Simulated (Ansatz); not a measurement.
## linear Os chain under tension and compression

Does stretching change the magnetism or the channel count of the linear Os chain?

Main program and level: Ansatz 0.2.0; DFT PBEsol, plane waves, PAW; relaxation of a chain's period, in the first sound run; inputs show where later runs differ.

### 1. The structure

The cell holds 1 atom: 1 Os. Cell: a = 7.500 Å, b = 7.500 Å, c = 2.678 Å, α = 90.0°, β = 90.0°, γ = 90.0°. Vacuum lies along a and b. The structure's axis is c.

### 2. Relaxation of atoms and period

Band widths follow the bond lengths, so the chain is relaxed first. The atoms and the third cell vector are free; the box across stays fixed as vacuum. Moments are seeded so that a magnetic state can form if it lies lower. A Fermi-Dirac smearing is set since the result may be a metal. The pressure printed is a third of the stress's trace over the whole box, vacuum included; only the stress along the axis is relaxed.

Contents of input.yaml:

```yaml
crystal:
  lattice:
    - [7.5, 0.0, 0.0]
    - [0.0, 7.5, 0.0]
    - [0.0, 0.0, 2.6784]
  atoms:
    - { symbol: Os, position: [0.5, 0.5, 0.0], spin: 1.5 }
magnetization:
  spin_polarized: true
kpoints:
  mp_grid: { grid: [1, 1, 30] }
scf:
  occupations: { method: fermi_dirac, width: 0.05 }
hamiltonian:
  xc: pbesol
relax:
  cell: { fix: [a, b, alpha, beta, gamma] }
  max_steps: 60
```

Run with:

```bash
$ ansatz run input.yaml --threads 4 --pin off --max-ram 8192MiB --backend cpu --events-out ev --progress --plain --runs-dir out
```

Planned after this: at a set period, period over the relaxed period 0.88, k-mesh 1×1×41; at a set period, period over the relaxed period 0.92, k-mesh 1×1×40; at a set period, period over the relaxed period 0.96, k-mesh 1×1×38; the chain at a fixed length, period over the relaxed period 1, k-mesh 1×1×36; the chain at a fixed length, period over the relaxed period 1.04, k-mesh 1×1×35; the chain at a fixed length, period over the relaxed period 1.08, k-mesh 1×1×34; the chain at a fixed length, period over the relaxed period 1.13, k-mesh 1×1×32; the chain at a fixed length, period over the relaxed period 1.2, k-mesh 1×1×30; at a set period, period over the relaxed period 1.3, k-mesh 1×1×28; comparing the runs; the same system on other settings.

Before running: what should come out for the conductance at period × 0.88 and conductance at period × 1.0?

In these runs no moment survives at the shortest period, and one is present from a factor of 1.08 on: longer bonds narrow the bands, which favours exchange splitting. The conductance goes from 6.00 G₀ at the shortest period to 2.80 G₀ at the longest, while the magnetic state changes too. Transport is coherent and elastic here: the atoms are frozen, so scattering by vibrations plays no part.

```
relaxed cell length              : 2.223 Å
conductance at period × 0.88     : 6.00 G₀
conductance at period × 1.0      : 6.00 G₀
conductance at period × 1.13     : 4.53 G₀
conductance at period × 1.3      : 2.80 G₀
absolute moment at period × 0.88 : 0 μB
absolute moment at period × 1.0  : 0 μB
absolute moment at period × 1.3  : 3.45 μB
```

Spin-orbit coupling is left out, which matters for the bands of heavy atoms. No search over magnetic orders was made; another may lie lower. For the perfect chain only parallel moments were started; its antiparallel and spiral orders were not tested. Conductances of a perfect chain off the multiples of half a G0 come from band edges within the thermal window; the square box also splits pairs of bands that an isolated chain keeps degenerate, which moves such edges. The lead's cell of one atom keeps the chain straight and evenly spaced; a zigzag or dimerised form may lie lower.

[Logs are printed without paths, hosts, clocks, repeated set-up lines and the standing remarks that a program may print on its own settings, such as how far it seeks lower states.]

[Hosts, paths, dates, database ids (printed as entryN), source tags and the programs' standing remarks are cut or masked in the printed files.]
